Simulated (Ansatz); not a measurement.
Planning a run of Ansatz 0.2.0 on CuBiSeO (P4/nmm). The input:

```yaml
crystal:
  lattice:
    - [3.9221, 0.0, 0.0]
    - [0.0, 3.9221, 0.0]
    - [0.0, 0.0, 8.9133]
  atoms:
    - { symbol: Cu, position: [0.0, 0.0, 0.5] }
    - { symbol: Cu, position: [0.5, 0.5, 0.5] }
    - { symbol: Bi, position: [0.0, 0.5, 0.8600640231] }
    - { symbol: Bi, position: [0.5, 0.0, 0.1399359769] }
    - { symbol: Se, position: [0.5, 0.0, 0.6731283809] }
    - { symbol: Se, position: [0.0, 0.5, 0.3268716191] }
    - { symbol: O, position: [0.5, 0.5, 0.0] }
    - { symbol: O, position: [0.0, 0.0, 0.0] }
kpoints:
  mp_grid: { grid: [6, 6, 2] }
  band_path:
    path:
      - [0.0, 0.0, 0.0]
      - [0.0, 0.5, 0.0]
      - [0.5, 0.5, 0.0]
      - [0.0, 0.0, 0.5]
      - [0.0, 0.5, 0.5]
      - [0.5, 0.5, 0.5]
      - [0.1666666667, 0.1666666667, 0.0]
    npoints: 1
hamiltonian:
  xc: hse06
  pseudopotentials: { kind: paw, azcp: { folder: soft_1 } }
scf:
  occupations: { method: fixed }
  n_extra_bands: 6
output:
  eigenvalues: true
```

```sh
ansatz run input.yaml --threads 3 --pin off --max-ram 92160MiB --backend cuda --events-out ev --progress --plain --runs-dir out --devices 1 --max-vram 13GiB
```

**Question.** How long will it take on 1 × NVIDIA H100 80GB HBM3 (shared by 6 runs) with 3 threads of AMD EPYC 7R13 (Zen 3), shared host, and how much memory?

It took 55 s; on shared hardware allow 27 s to 1.8 min. Peak host memory was 1.7 GiB. The sizes that set the cost: 2701 plane waves a state, 20 irreducible k points and 29 SCF cycles.

Exact exchange couples every pair of k points and filled bands, so it costs far more than a semilocal run.

[Paths, hosts, dates, memory and timing lines, banners, echoed tables and standing remarks are left out of the program output.]

[Logs are printed without paths, hosts, clocks, repeated set-up lines and the standing remarks that a program may print on its own settings, such as how far it seeks lower states.]

[Runs of the session that timed out or met a known fault of the program may be left out.]

[Cells called generated may have been cut or substituted from an entry of the Crystallography Open Database or the Materials Project.]

[Hosts, paths, dates, database ids (printed as entryN), source tags and the programs' standing remarks are cut or masked in the printed files.]
